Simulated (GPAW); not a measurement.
The Li K edge of atom 2 in LiPb (Pm-3m), with 8 Pb at 3.05 Å and 6 Li at 3.52 Å (cube and octahedron, as in bcc, site symmetry m-3m), was computed in 2 ways: excited-electron core hole (neutral cell) and no core hole. Program and functional: GPAW, LDA, without spin-orbit coupling, Gaussian full width 0.9 eV up to 4 eV, rising linearly to 3.5 eV at 25 eV; cells of 2 and 8 atoms (the run without a hole in the smaller).

Each run is counted from its own lowest empty level or Fermi level and scaled to a mean of 1 over its first 20 eV.

| E (eV) | run 1 | run 2 |
| --- | --- | --- |
| -2.0 | 0.00 | 0.00 |
| -1.5 | 0.00 | 0.00 |
| -1.0 | 0.00 | 0.00 |
| -0.5 | 0.03 | 0.04 |
| 0.0 | 0.19 | 0.17 |
| 0.5 | 0.63 | 0.29 |
| 1.0 | 1.39 | 0.27 |
| 1.5 | 1.90 | 0.27 |
| 2.0 | 1.76 | 0.35 |
| 2.5 | 1.02 | 0.60 |
| 3.0 | 0.66 | 0.79 |
| 3.5 | 0.77 | 0.73 |
| 4.0 | 1.11 | 0.64 |
| 4.5 | 1.21 | 0.71 |
| 5.0 | 1.87 | 0.57 |
| 5.5 | 3.23 | 0.78 |
| 6.0 | 3.34 | 1.05 |
| 6.5 | 2.41 | 1.26 |
| 7.0 | 1.31 | 1.69 |
| 7.5 | 0.69 | 2.12 |
| 8.0 | 0.54 | 2.32 |
| 8.5 | 0.58 | 2.38 |
| 9.0 | 0.54 | 2.30 |
| 9.5 | 0.44 | 2.01 |
| 10.0 | 0.39 | 1.61 |
| 10.5 | 0.40 | 1.27 |
| 11.0 | 0.43 | 1.01 |
| 11.5 | 0.46 | 0.82 |
| 12.0 | 0.48 | 0.70 |
| 12.5 | 0.53 | 0.63 |
| 13.0 | 0.60 | 0.62 |
| 13.5 | 0.66 | 0.67 |
| 14.0 | 0.68 | 0.75 |
| 14.5 | 0.69 | 0.80 |
| 15.0 | 0.70 | 0.82 |
| 15.5 | 0.73 | 0.81 |
| 16.0 | 0.78 | 0.80 |
| 16.5 | 0.84 | 0.80 |
| 17.0 | 0.92 | 0.83 |
| 17.5 | 0.98 | 0.87 |
| 18.0 | 1.01 | 0.94 |
| 18.5 | 0.98 | 1.03 |
| 19.0 | 0.92 | 1.13 |
| 19.5 | 0.83 | 1.21 |
| 20.0 | 0.74 | 1.25 |
| 20.5 | 0.67 | 1.24 |
| 21.0 | 0.62 | 1.17 |
| 21.5 | 0.58 | 1.08 |
| 22.0 | 0.57 | 0.97 |
| 22.5 | 0.58 | 0.89 |
| 23.0 | 0.59 | 0.83 |
| 23.5 | 0.60 | 0.81 |
| 24.0 | 0.60 | 0.81 |
| 24.5 | 0.59 | 0.82 |
| 25.0 | 0.57 | 0.83 |
| 25.5 | 0.55 | 0.84 |
| 26.0 | 0.52 | 0.85 |
| 26.5 | 0.51 | 0.85 |
| 27.0 | 0.49 | 0.84 |
| 27.5 | 0.48 | 0.83 |

The database entry behind the starting cell is an old determination (1941), so it need not match the best structure at ambient conditions.

Which run is which?

Run 1: excited-electron core hole (neutral cell) (area from −2 to 6 eV 8.8, main maxima 1.7 eV (1.96), 5.8 eV (3.48) and 18.0 eV (1.01)). Run 2: no core hole (area from −2 to 6 eV 3.4, main maxima 3.2 eV (0.80), 4.4 eV (0.72), 8.5 eV (2.38) and 20.1 eV (1.25)). With each curve scaled to its own mean, the area from −2 to 6 eV with the hole is 8.8 against 3.4, and the centre of weight from −1 to 20 eV moves by -1.9 eV: the hole pulls the absorber's empty states down.

[Hosts, paths, dates, database ids (printed as entryN), source tags and the programs' standing remarks are cut or masked in the printed files.]

[Lists of maxima count a maximum above −3 eV only where it reaches 4 % of the highest in the window and stands out from its surroundings by 2 % of it (1.5 % where it reaches 55 %); shoulders and weaker maxima are passed over, and of the rest the first, up to two pre-edge ones and the few strongest are named.]
